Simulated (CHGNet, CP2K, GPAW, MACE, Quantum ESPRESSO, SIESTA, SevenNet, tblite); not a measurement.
## Random packing of Si51C37H13 (at. %) (71 atoms): runs against a plane-wave reference

Density of this cell: 2.26 g/cm³. The cell holds 71 atoms: 36 Si, 26 C and 9 H. Cell: a = 9.930 Å, b = 9.930 Å, c = 9.930 Å, α = 90.0°, β = 90.0°, γ = 90.0°. 71 atoms (36 Si, 26 C, 9 H) packed at random in a cube at 2.26 g/cm³ and pushed apart as soft spheres; a start for melting by ab initio MD, not an equilibrated structure. Then every atom was moved at random, 0.03 Å r.m.s. a Cartesian component (hydrogen 0.6 of that).

Geometry: as built.

The reference, a calculation:

* method: Kohn-Sham DFT, PBE, SSSP efficiency 1.3.0 pseudopotentials, plane waves (Quantum ESPRESSO 7.5); sssp-pbe-1.3.0-efficiency, cutoffs 45/360 Ry, Γ point
* r.m.s. force component: 1.405 eV/Å
* longest force: 6.3 eV/Å
* pressure: -6.203 GPa
* time: 98 s on 4 MPI ranks of Arm Neoverse V1, shared host
* CPU time: 6.5 min

Runs, in no order:
A. CP2K PBE, DZVP-UZH, 450/50 Ry, diagonalisation: Kohn-Sham DFT, PBE, GTH-PBE pseudopotentials, Gaussian and plane waves, DZVP-MOLOPT (UZH set), diagonalisation
B. SIESTA PBE, TZP, shift 0.01 Ry, mesh 300 Ry: Kohn-Sham DFT, PBE, PseudoDojo 0.4.1 norm-conserving pseudopotentials (converted to PSML), numerical atomic orbitals (TZP), diagonalisation
C. GPAW PBE, LCAO dzp, h 0.28 Å: Kohn-Sham DFT, PBE, PAW, atomic orbitals (dzp)
D. QE PBE, sg15-1.2, 60/240 Ry: Kohn-Sham DFT, PBE, SG15 1.2 norm-conserving pseudopotentials, plane waves
E. CP2K PBE, TZV2P-UZH, 450/50 Ry, diagonalisation: Kohn-Sham DFT, PBE, GTH-PBE pseudopotentials, Gaussian and plane waves, TZV2P-MOLOPT (UZH set), diagonalisation

**Question.** Rank the runs by how far their forces lie from the reference's, least first.

D, E, A, B, C.

```tsv
run	Δ force, r.m.s. (meV/Å)	share of r.m.s. force (%)	CPU time
D. QE PBE, sg15-1.2, 60/240 Ry	15.6	1.11	3.2 min
E. CP2K PBE, TZV2P-UZH, 450/50 Ry, diagonalisation	32.4	2.30	21 min
A. CP2K PBE, DZVP-UZH, 450/50 Ry, diagonalisation	67.0	4.77	7.9 min
B. SIESTA PBE, TZP, shift 0.01 Ry, mesh 300 Ry	103	7.32	7 min
C. GPAW PBE, LCAO dzp, h 0.28 Å	359	25.5	2.1 min
```

The electron count is odd in these runs, and they have no spin polarisation, so the unpaired electron is spread evenly over both spins. The electronic-structure runs sample only Γ, in a cell whose shortest periodic width is 10 Å, which is coarse for a cell with partly filled levels.

[Logs are printed without paths, hosts, clocks, repeated set-up lines and the standing remarks that a program may print on its own settings, such as how far it seeks lower states.]

[Hosts, paths, dates, database ids (printed as entryN), source tags and the programs' standing remarks are cut or masked in the printed files.]
